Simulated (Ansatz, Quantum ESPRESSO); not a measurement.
# Complex bands of AlN, zinc blende type, lattice constant set to 4.312 Å, part 2 of 3

Wanted: the complex band structure of AlN, zinc blende type, lattice constant set to 4.312 Å, as for a tunnel barrier.

Quantum ESPRESSO 7.5; plane-wave DFT, LDA, GBRV ultrasoft pseudopotentials; cross-check by Ansatz 0.2.0 with PAW datasets.

So far. Step 2 (SCF with pw.x): The run needed 15 iterations to bring the estimated error under 1e-09 Ry.

The structure was built from a prototype and need not be the compound's stable phase.

## Step 3: Complex band structure

Level of this step: complex band structure by pwcond; plane-wave DFT, LDA, GBRV ultrasoft pseudopotentials (Quantum ESPRESSO).

ikind = 0 solves one period of the crystal for all kz, real and complex, at each energy and k across. ewind and epsproj trim the two-dimensional plane-wave basis; nz1 sets the subslabs.

Input file cbs.in:

```
&inputcond
  outdir = './out'
  prefixl = 'scf'
  band_file = 'cbs'
  ikind = 0
  ewind = 4.0
  epsproj = 1e-05
  nz1 = 7
  energy0 = 4.48
  denergy = -0.16
/
4
  0.00000000 0.00000000 1.00000000
  0.50000000 0.00000000 1.00000000
  0.50000000 0.50000000 1.00000000
  0.25000000 0.00000000 1.00000000
41
```

On the command line:

```bash
OMP_NUM_THREADS=1 mpirun -n 2 pwcond.x -in cbs.in > cbs.out
```

The program printed:

```text
[banner, memory and clock lines left out]
Program PWCOND v.7.5 starts

          URL

     ./out/scf.save/

     IMPORTANT: XC functional enforced from input :
     Exchange-correlation= PZ
                           (   1   1   0   0   0   0   0)
     Any further DFT definition will be discarded
     Please, verify this is what you really want

     Reading collected, re-writing distributed wavefunctions

===== INPUT FILE containing the left lead =====

     GEOMETRY:

     lattice parameter (alat)  =       5.7619  a.u.
     the volume                =     270.5222 (a.u.)^3
     the cross section         =      33.1990 (a.u.)^2
     l of the unit cell        =       1.4142 (alat)
     number of atoms/cell      =            4
     number of atomic types    =            2

     crystal axes: (cart. coord. in units of alat)
               a(1) = (  1.0000  0.0000  0.0000 )
               a(2) = (  0.0000  1.0000  0.0000 )
               a(3) = (  0.0000  0.0000  1.4142 )

   Cartesian axes

     site n.     atom                  positions (alat units)
          1        Al     tau(  1)=(  0.0000  0.0000  1.4142  )
          2        N      tau(  2)=(  0.5000  0.0000  0.3536  )
          3        Al     tau(  3)=(  0.5000  0.5000  0.7071  )
          4        N      tau(  4)=(  0.0000  0.5000  1.0607  )

     nr1s                      =           24
     nr2s                      =           24
     nr3s                      =           36
     nr1sx                     =           24
     nr2sx                     =           24
     nr3sx                     =           36
     nr1                       =           25
     nr2                       =           25
     nr3                       =           40
     nr1x                      =           25
     nr2x                      =           25
     nr3x                      =           40

 _______________________________
  Radii of nonlocal spheres:

     type       ibeta     ang. mom.          radius (alat units)
       Al         1         0                    0.3330
       Al         2         1                    0.3330
       Al         3         2                    0.3330
       N          1         0                    0.2097
       N          2         0                    0.2097
       N          3         1                    0.2097
       N          4         1                    0.2097
----- General information -----

----- Complex band structure calculation -----

     nrx                       =           24
     nry                       =           24
     nz1                       =            7

     energy0               =         4.5E+00
     denergy               =        -1.6E-01
     nenergy               =         41
     ecut2d                =         4.0E+01
     ewind                 =         4.0E+00
     epsproj               =         1.0E-05

     number of k_|| points=    4
                       cryst. coord.
        k(    1) = (   0.0000000   0.0000000), wk =   0.2500000
        k(    2) = (   0.5000000   0.0000000), wk =   0.2500000
        k(    3) = (   0.5000000   0.5000000), wk =   0.2500000
        k(    4) = (   0.2500000   0.0000000), wk =   0.2500000
----- Information about left lead -----

     nocros                   =            9
     noins                    =           25
     norb                     =           43
     norbf                    =           43
     nrz                      =           36

      iorb      type   ibeta   ang. mom.   m       position (alat)
        1        1       1        0        1   taunew(   1)=(  0.0000  0.0000  0.0000)
        2        1       2        1        1   taunew(   2)=(  0.0000  0.0000  0.0000)
        3        1       2        1        2   taunew(   3)=(  0.0000  0.0000  0.0000)
        4        1       2        1        3   taunew(   4)=(  0.0000  0.0000  0.0000)
        5        1       3        2        1   taunew(   5)=(  0.0000  0.0000  0.0000)
        6        1       3        2        2   taunew(   6)=(  0.0000  0.0000  0.0000)
        7        1       3        2        3   taunew(   7)=(  0.0000  0.0000  0.0000)
        8        1       3        2        4   taunew(   8)=(  0.0000  0.0000  0.0000)
        9        1       3        2        5   taunew(   9)=(  0.0000  0.0000  0.0000)
       10        2       1        0        1   taunew(  10)=(  0.5000  0.0000  0.3536)
       11        2       2        0        1   taunew(  11)=(  0.5000  0.0000  0.3536)
       12        2       3        1        1   taunew(  12)=(  0.5000  0.0000  0.3536)
       13        2       3        1        2   taunew(  13)=(  0.5000  0.0000  0.3536)
       14        2       3        1        3   taunew(  14)=(  0.5000  0.0000  0.3536)
       15        2       4        1        1   taunew(  15)=(  0.5000  0.0000  0.3536)
       16        2       4        1        2   taunew(  16)=(  0.5000  0.0000  0.3536)
       17        2       4        1        3   taunew(  17)=(  0.5000  0.0000  0.3536)
       18        1       1        0        1   taunew(  18)=(  0.5000  0.5000  0.7071)
       19        1       2        1        1   taunew(  19)=(  0.5000  0.5000  0.7071)
       20        1       2        1        2   taunew(  20)=(  0.5000  0.5000  0.7071)
       21        1       2        1        3   taunew(  21)=(  0.5000  0.5000  0.7071)
       22        1       3        2        1   taunew(  22)=(  0.5000  0.5000  0.7071)
       23        1       3        2        2   taunew(  23)=(  0.5000  0.5000  0.7071)
       24        1       3        2        3   taunew(  24)=(  0.5000  0.5000  0.7071)
       25        1       3        2        4   taunew(  25)=(  0.5000  0.5000  0.7071)
       26        1       3        2        5   taunew(  26)=(  0.5000  0.5000  0.7071)
       27        2       1        0        1   taunew(  27)=(  0.0000  0.5000  1.0607)
       28        2       2        0        1   taunew(  28)=(  0.0000  0.5000  1.0607)
       29        2       3        1        1   taunew(  29)=(  0.0000  0.5000  1.0607)
       30        2       3        1        2   taunew(  30)=(  0.0000  0.5000  1.0607)
       31        2       3        1        3   taunew(  31)=(  0.0000  0.5000  1.0607)
       32        2       4        1        1   taunew(  32)=(  0.0000  0.5000  1.0607)
       33        2       4        1        2   taunew(  33)=(  0.0000  0.5000  1.0607)
       34        2       4        1        3   taunew(  34)=(  0.0000  0.5000  1.0607)
       35        1       1        0        1   taunew(  35)=(  0.0000  0.0000  1.4142)
       36        1       2        1        1   taunew(  36)=(  0.0000  0.0000  1.4142)
       37        1       2        1        2   taunew(  37)=(  0.0000  0.0000  1.4142)
       38        1       2        1        3   taunew(  38)=(  0.0000  0.0000  1.4142)
       39        1       3        2        1   taunew(  39)=(  0.0000  0.0000  1.4142)
       40        1       3        2        2   taunew(  40)=(  0.0000  0.0000  1.4142)
       41        1       3        2        3   taunew(  41)=(  0.0000  0.0000  1.4142)
       42        1       3        2        4   taunew(  42)=(  0.0000  0.0000  1.4142)
       43        1       3        2        5   taunew(  43)=(  0.0000  0.0000  1.4142)
    k slab    z(k)  z(k+1)     crossing(iorb=1,norb)
    1   0.0000 0.0393 0.0393   1111111110000000000000000000000000000000000
    2   0.0393 0.0786 0.0393   1111111110000000000000000000000000000000000
    3   0.0786 0.1179 0.0393   1111111110000000000000000000000000000000000
    4   0.1179 0.1571 0.0393   1111111111111111100000000000000000000000000
    5   0.1571 0.1964 0.0393   1111111111111111100000000000000000000000000
    6   0.1964 0.2357 0.0393   1111111111111111100000000000000000000000000
    7   0.2357 0.2750 0.0393   1111111111111111100000000000000000000000000
    8   0.2750 0.3143 0.0393   1111111111111111100000000000000000000000000
    9   0.3143 0.3536 0.0393   1111111111111111100000000000000000000000000
   10   0.3536 0.3928 0.0393   0000000001111111111111111100000000000000000
   11   0.3928 0.4321 0.0393   0000000001111111111111111100000000000000000
   12   0.4321 0.4714 0.0393   0000000001111111111111111100000000000000000
   13   0.4714 0.5107 0.0393   0000000001111111111111111100000000000000000
   14   0.5107 0.5500 0.0393   0000000001111111111111111100000000000000000
   15   0.5500 0.5893 0.0393   0000000001111111111111111100000000000000000
   16   0.5893 0.6285 0.0393   0000000000000000011111111100000000000000000
   17   0.6285 0.6678 0.0393   0000000000000000011111111100000000000000000
   18   0.6678 0.7071 0.0393   0000000000000000011111111100000000000000000
   19   0.7071 0.7464 0.0393   0000000000000000011111111100000000000000000
   20   0.7464 0.7857 0.0393   0000000000000000011111111100000000000000000
   21   0.7857 0.8250 0.0393   0000000000000000011111111100000000000000000
   22   0.8250 0.8642 0.0393   0000000000000000011111111111111111000000000
   23   0.8642 0.9035 0.0393   0000000000000000011111111111111111000000000
   24   0.9035 0.9428 0.0393   0000000000000000011111111111111111000000000
   25   0.9428 0.9821 0.0393   0000000000000000011111111111111111000000000
   26   0.9821 1.0214 0.0393   0000000000000000011111111111111111000000000
   27   1.0214 1.0607 0.0393   0000000000000000011111111111111111000000000
   28   1.0607 1.0999 0.0393   0000000000000000000000000011111111111111111
   29   1.0999 1.1392 0.0393   0000000000000000000000000011111111111111111
   30   1.1392 1.1785 0.0393   0000000000000000000000000011111111111111111
   31   1.1785 1.2178 0.0393   0000000000000000000000000011111111111111111
   32   1.2178 1.2571 0.0393   0000000000000000000000000011111111111111111
   33   1.2571 1.2964 0.0393   0000000000000000000000000011111111111111111
   34   1.2964 1.3356 0.0393   0000000000000000000000000000000000111111111
   35   1.3356 1.3749 0.0393   0000000000000000000000000000000000111111111
   36   1.3749 1.4142 0.0393   0000000000000000000000000000000000111111111
 ngper, shell number =          101          17
 ngper, n2d =          101          82
---  E-Ef =    4.4800000  k =    0.0000000   0.0000000
---  ie =          1  ik =          1
 Nchannels of the left tip =            1
 Right moving states:
   k1(2pi/a)   k2(2pi/a)   E-Ef (eV)
   0.2942235   0.0000000   4.4800000
 Left moving states:
   k1(2pi/a)   k2(2pi/a)   E-Ef (eV)
  -0.2942235   0.0000000   4.4800000

---  E-Ef =    4.3200000  k =    0.0000000   0.0000000
---  ie =          2  ik =          1
 Nchannels of the left tip =            1
 Right moving states:
   k1(2pi/a)   k2(2pi/a)   E-Ef (eV)
   0.2730541   0.0000000   4.3200000
 Left moving states:
   k1(2pi/a)   k2(2pi/a)   E-Ef (eV)
  -0.2730542   0.0000000   4.3200000
[... further energies and points left out ...]
---  E-Ef =   -1.7600000  k =    0.2500000   0.0000000
---  ie =         40  ik =          4
 Nchannels of the left tip =            1
 Right moving states:
   k1(2pi/a)   k2(2pi/a)   E-Ef (eV)
   0.3498661  -0.0000000  -1.7600000
 Left moving states:
   k1(2pi/a)   k2(2pi/a)   E-Ef (eV)
  -0.3498662  -0.0000000  -1.7600000

---  E-Ef =   -1.9200000  k =    0.2500000   0.0000000
---  ie =         41  ik =          4
 Nchannels of the left tip =            1
 Right moving states:
   k1(2pi/a)   k2(2pi/a)   E-Ef (eV)
   0.3262803  -0.0000000  -1.9200000
 Left moving states:
   k1(2pi/a)   k2(2pi/a)   E-Ef (eV)
  -0.3262805   0.0000000  -1.9200000

Note: The following floating-point exceptions are signalling: IEEE_UNDERFLOW_FLAG
Note: The following floating-point exceptions are signalling: IEEE_UNDERFLOW_FLAG
```

It took 52 s on 2 MPI ranks of Arm Neoverse V1, shared host; peak memory 0.1 GiB.

Read from the output:

- peak of the smallest κ at the zone centre: 0.304 Å⁻¹
- energy of the peak at the zone centre: 2.08 eV
- peak of the smallest κ at (1/2, 1/2): 0.363 Å⁻¹

K across = (0, 0) in the cell's reciprocal vectors; values within 0.0025 1/Å of each other count once, columns are sorted by size at each energy, a dash where no further value was kept. Table of Im kz of the slowest decaying states by energy, zero at the highest filled level of the SCF mesh:

```tsv
energy (eV)	decay 1 (Å⁻¹)	decay 2 (Å⁻¹)	decay 3 (Å⁻¹)
-1.92	0.133	0.137	0.796
-1.76	0.783	1.64	2.31
-1.60	0.77	1.63	2.30
-1.44	0.757	1.62	2.29
-1.28	0.744	1.60	2.28
-1.12	0.731	1.59	2.27
-0.96	0.718	1.58	2.26
-0.64	0.691	1.56	2.24
-0.48	0.677	1.54	2.23
-0.32	0.663	1.53	2.22
-0.16	0.648	1.52	2.21
0.00	0.019	0.634	1.51
0.16	0.118	0.234	0.619
0.32	0.162	0.326	0.603
0.48	0.194	0.392	0.588
0.64	0.218	0.445	0.571
0.80	0.238	0.489	0.554
0.96	0.254	0.527	0.537
1.12	0.267	0.519	0.559
1.44	0.287	0.48	0.614
1.60	0.293	0.459	0.637
1.76	0.298	0.437	0.658
1.92	0.302	0.414	0.677
2.08	0.304	0.389	0.694
2.24	0.304	0.362	0.709
2.40	0.303	0.332	0.724
2.56	0.3	0.737	1.28
2.72	0.263	0.297	0.748
2.88	0.219	0.291	0.759
3.04	0.163	0.284	0.769
3.20	0.069	0.276	0.778
3.52	0.252	0.794	1.18
3.68	0.237	0.801	1.16
3.84	0.219	0.807	1.15
4.00	0.196	0.812	1.13
4.16	0.168	0.817	1.11
4.32	0.131	0.822	1.09
4.48	0.07	0.825	1.07
```

K across = (0, 0) in the cell's reciprocal vectors. Table of Re kz of states that move upwards by energy, zero at the highest filled level of the SCF mesh:

```tsv
energy (eV)	channel 1 (Å⁻¹)	channel 2 (Å⁻¹)	channel 3 (Å⁻¹)
-1.92	-0.525	-	-
-1.60	-0.461	0.405	0.407
-1.28	-0.397	0.604	0.605
-0.96	-0.689	-0.688	-0.330
-0.64	-0.532	-0.531	-0.259
-0.32	-0.359	-0.357	-0.175
-0.16	-0.249	-0.247	-0.120
0.00	-0.0357	-0.0170	-
0.16	-	-	-
0.48	-	-	-
0.80	-	-	-
1.12	-	-	-
1.44	-	-	-
1.76	-	-	-
2.08	-	-	-
2.40	-	-	-
2.72	-	-	-
2.88	-	-	-
3.20	-	-	-
3.52	0.199	-	-
3.84	0.293	-	-
4.16	0.365	-	-
4.48	0.429	-	-
```

K across = (1/2, 0) in the cell's reciprocal vectors; values within 0.0025 1/Å of each other count once, columns are sorted by size at each energy, a dash where no further value was kept. The Im kz of the slowest decaying states by energy, zero at the highest filled level of the SCF mesh:

```tsv
energy (eV)	decay 1 (Å⁻¹)	decay 2 (Å⁻¹)	decay 3 (Å⁻¹)
-1.92	1.20	1.54	2.52
-1.76	1.16	1.53	2.51
-1.60	1.11	1.51	2.50
-1.44	1.06	1.50	2.50
-1.28	1.01	1.48	2.49
-1.12	0.941	1.47	2.48
-0.96	0.856	1.45	2.47
-0.64	0.501	1.42	2.46
-0.48	0.067	0.354	1.41
-0.32	0.157	0.659	1.39
-0.16	0.21	0.775	1.37
0.00	0.25	0.846	1.36
0.16	0.283	0.895	1.34
0.32	0.311	0.932	1.32
0.48	0.335	0.96	1.31
0.64	0.357	0.982	1.29
0.80	0.377	1	1.27
0.96	0.394	1.01	1.26
1.12	0.41	1.03	1.24
1.44	0.438	1.04	1.21
1.60	0.45	1.05	1.19
1.76	0.461	1.05	1.17
1.92	0.471	1.06	1.15
2.08	0.48	1.06	1.13
2.24	0.488	1.06	1.11
2.40	0.495	1.06	1.10
2.56	0.501	1.06	1.08
2.72	0.507	1.06	2.27
2.88	0.511	1.04	1.06
3.04	0.515	1.02	1.05
3.20	0.518	1.00	1.05
3.52	0.522	0.962	1.04
3.68	0.523	0.942	1.04
3.84	0.523	0.922	1.03
4.00	0.522	0.901	1.03
4.16	0.52	0.881	1.02
4.32	0.518	0.86	1.02
4.48	0.515	0.839	1.01
```

K across = (1/2, 1/2) in the cell's reciprocal vectors; values within 0.0025 1/Å of each other count once, columns are sorted by size at each energy, a dash where no further value was kept. The Im kz of the slowest decaying states by energy, zero at the highest filled level of the SCF mesh:

```tsv
energy (eV)	decay 1 (Å⁻¹)	decay 2 (Å⁻¹)	decay 3 (Å⁻¹)
-1.92	2.40	2.58	-
-1.60	0.204	0.218	2.38
-1.28	0.273	0.307	2.36
-0.96	0.313	0.367	-
-0.64	0.339	0.413	2.32
-0.32	0.354	0.449	2.3
-0.16	0.358	0.464	2.29
0.00	0.362	0.477	2.28
0.16	0.363	0.49	2.27
0.48	0.362	0.51	2.25
0.80	0.356	0.527	2.23
1.12	0.345	0.54	2.20
1.44	0.33	0.551	2.18
1.76	0.309	0.558	2.16
2.08	0.282	0.564	2.14
2.40	0.246	0.567	2.12
2.72	0.199	0.567	2.09
2.88	0.167	0.567	2.08
3.20	0.054	0.565	2.06
3.52	0.561	2.03	2.32
3.84	0.555	2.01	2.31
4.16	0.548	1.98	2.29
4.48	0.538	1.96	2.28
```

K across = (1/4, 0) in the cell's reciprocal vectors; values within 0.0025 1/Å of each other count once, columns are sorted by size at each energy, a dash where no further value was kept. The Im kz of the slowest decaying states by energy, zero at the highest filled level of the SCF mesh:

```tsv
energy (eV)	decay 1 (Å⁻¹)	decay 2 (Å⁻¹)	decay 3 (Å⁻¹)
-1.92	0.139	0.536	1.21
-1.76	0.158	0.437	1.19
-1.60	0.169	0.301	1.17
-1.44	0.173	1.15	1.81
-1.28	0.17	1.13	1.79
-1.12	0.158	1.11	1.78
-0.96	0.132	1.10	1.76
-0.64	1.06	1.73	1.84
-0.48	1.04	1.71	1.83
-0.32	1.02	1.70	1.82
-0.16	0.133	1.00	1.68
0.00	0.165	0.206	0.983
0.16	0.256	0.331	0.963
0.32	0.295	0.431	0.944
0.48	0.327	0.507	0.925
0.64	0.355	0.569	0.905
0.80	0.379	0.622	0.886
0.96	0.4	0.669	0.866
1.12	0.419	0.71	0.847
1.44	0.451	0.783	0.807
1.60	0.464	0.787	0.816
1.76	0.476	0.767	0.847
1.92	0.487	0.746	0.877
2.08	0.497	0.726	0.907
2.24	0.505	0.705	0.936
2.40	0.513	0.684	0.967
2.56	0.519	0.662	1
2.72	0.524	0.64	1.04
2.88	0.529	0.618	1.09
3.04	0.532	0.595	1.15
3.20	0.535	0.571	1.15
3.52	0.521	0.538	1.14
3.68	0.494	0.538	1.14
3.84	0.466	0.538	1.13
4.00	0.436	0.536	1.13
4.16	0.404	0.534	1.12
4.32	0.369	0.531	1.12
4.48	0.331	0.526	1.11
```

(Continued in part 3 of 3.)

[Logs are printed without paths, hosts, clocks, repeated set-up lines and the standing remarks that a program may print on its own settings, such as how far it seeks lower states.]

[Hosts, paths, dates, database ids (printed as entryN), source tags and the programs' standing remarks are cut or masked in the printed files.]

[Maps of the electrostatic potential energy from Ansatz leave out the sawtooth potential of an applied field or a dipole correction, so their vacuum need not be flat; planar profiles and work functions include it.]
